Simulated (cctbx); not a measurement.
**Solving a structure by charge flipping**

Cell a = 4.1550 Å, b = 10.0250 Å, c = 7.2620 Å, α = 90.00°, β = 90.00°, γ = 90.00°; space group Cmcm (no. 63); content Yb4 Cr8 Mg4.

The data are simulated with cctbx, not measured: synchrotron X-rays, λ = 0.6889 Å, to d = 0.75 Å, 80 % of the full sphere, strongest reflection 5000 counts, noise from counting, a 1.5 % proportional error and a noise floor of 2 counts (s.d.); no absorption, and some extinction, which the refinements don't model.

Charge flipping in P1 on plain amplitudes to 0.75 Å, δ = 1 σ, 20 % of the reflections treated as weak, 300 cycles:

```text
cycle      R  skewness
    0  0.525     0.43
   25  0.271     6.60
   50  0.255     6.45
   75  0.256     6.40
  100  0.238     6.61
  125  0.238     6.92
  150  0.241     6.67
  175  0.229     6.68
  200  0.241     6.51
  225  0.242     6.74
  250  0.241     6.62
  275  0.235     6.65
origin shift          correlation  skewness
 0.163  0.415  0.351      0.779      5.18
 0.161  0.129  0.075      0.771      1.29
 0.148  0.200  0.091      0.782      1.57
 0.158  0.488  0.077      0.776      2.02
taken: symmetry correlation 0.779, skewness 5.18
peak      x       y       z  mult  height/sigma
Q1    0.0000  0.0694  0.7500    4     18.4
Q2    0.0000  0.3588  0.5374    8      4.5
Q3    0.0000  0.1934  0.2500    4      3.5
Q4    0.0000  0.2082  0.0267    8      2.9
Q5    0.0000  0.5000  0.0000    4      2.3
Q6    0.0000  0.0000  0.0000    4      2.2
Q7    0.1301  0.0601  0.6336   16      2.1
Q8    0.1148  0.4794  0.1500   16      2.0
```

The origin is taken among those within 0.04 of the best correlation, by the skewness of the map.

Run time: 0.51 s on 1 thread of Arm Neoverse N1 (shared host), peak memory 0.07 GiB.

Q: Assign the peaks.

Heights go roughly as Z and multiplicities must add up to the content. First model: Q1 = Yb1 (4 in the cell, height 18.4), Q2 = Cr1 (8 in the cell, height 4.5) and Q3 = Mg1 (4 in the cell, height 3.5). Against the true structure, Q1 is Yb, Q2 is Cr and Q3 is Mg; the other peaks are not atoms.

Least squares on F², isotropic:

```text
Rint 0.031, 231 unique reflections to 0.75 A
cycle     R1     wR2    GooF  max shift (A)
   1  0.2128  0.4610  18.724   0.26194
   3  0.0239  0.0523   2.126   0.00000
final R1 0.0239 wR2 0.0523 GooF 2.126  parameters 7  data/parameter 33.0
atom        x        y        z      Ueq    occ   su(xyz)  su(Uiso or U11)
Yb1    0.00000  0.06760  0.75000   0.0088  1.000  0.00006  0.0002
Cr1    0.00000  0.35545  0.55714   0.0068  1.000  0.00020  0.0003
Mg1    0.00000  0.21934  0.25000   0.0140  1.000  0.00051  0.0009
difference map: max 3.97 min -2.91 rms 0.36
Q1    0.0000  0.0665  0.6847    8    4.29  0.47 A from Yb1
Q2    0.0000  0.3145  0.5192    8    1.23  0.49 A from Cr1
Q3    0.2393  0.0178  0.7500    8    1.18  1.11 A from Yb1
Q4    0.2238  0.2122  0.2500    8    0.84  0.93 A from Mg1
Q5    0.0000  0.4040  0.5928    8    0.79  0.55 A from Cr1
```

Anisotropic refinement:

```text
Rint 0.031, 231 unique reflections to 0.75 A
cycle     R1     wR2    GooF  max shift (A)
   1  0.0238  0.0523   2.160   0.00094
   2  0.0141  0.0304   1.256   0.00000
final R1 0.0141 wR2 0.0304 GooF 1.256  parameters 14  data/parameter 16.5
atom        x        y        z      Ueq    occ   su(xyz)  su(Uiso or U11)
Yb1    0.00000  0.06759  0.75000   0.0089  1.000  0.00003  0.0002
Cr1    0.00000  0.35542  0.55702   0.0070  1.000  0.00012  0.0004
Mg1    0.00000  0.21942  0.25000   0.0135  1.000  0.00030  0.0013
difference map: max 0.87 min -1.47 rms 0.22
Q1    0.2139  0.2178  0.2500    8    0.88  0.89 A from Mg1
Q2    0.2653  0.0127  0.7500    8    0.77  1.23 A from Yb1
Q3    0.0000  0.1858  0.6952    8    0.64  1.25 A from Yb1
Q4    0.0000  0.4846  0.2500    4    0.64  2.13 A from Cr1
Q5    0.1401  0.3121  0.2500    8    0.56  1.10 A from Mg1
Q6    0.0000  0.1237  0.2500    4    0.53  0.96 A from Mg1
```

**Reading.** The refinement ends at R1 = 0.0141, wR2 = 0.0304, GooF = 1.26, with difference density between -1.47 and 0.87 e/Å³. Every site matches the true model in element, within 0.003 Å r.m.s., up to an allowed shift of origin.

True model:

| atom | mult. | x | y | z | Ueq (Å²) |
| --- | --- | --- | --- | --- | --- |
| Yb1 | 4 | 1/2 | 0.4324 | 1/4 | 0.0096 |
| Cr1 | 8 | 0 | 0.3554 | 0.9430 | 0.0074 |
| Mg1 | 4 | 0 | 0.2189 | 1/4 | 0.0128 |

The model was made for the exercise: a known structure type with other elements put in, its volume estimated, not relaxed; displacement parameters are assumed.

[Middle refinement cycles are left out of these outputs.]

[Logs are printed without paths, hosts, clocks, repeated set-up lines and the standing remarks that a program may print on its own settings, such as how far it seeks lower states.]
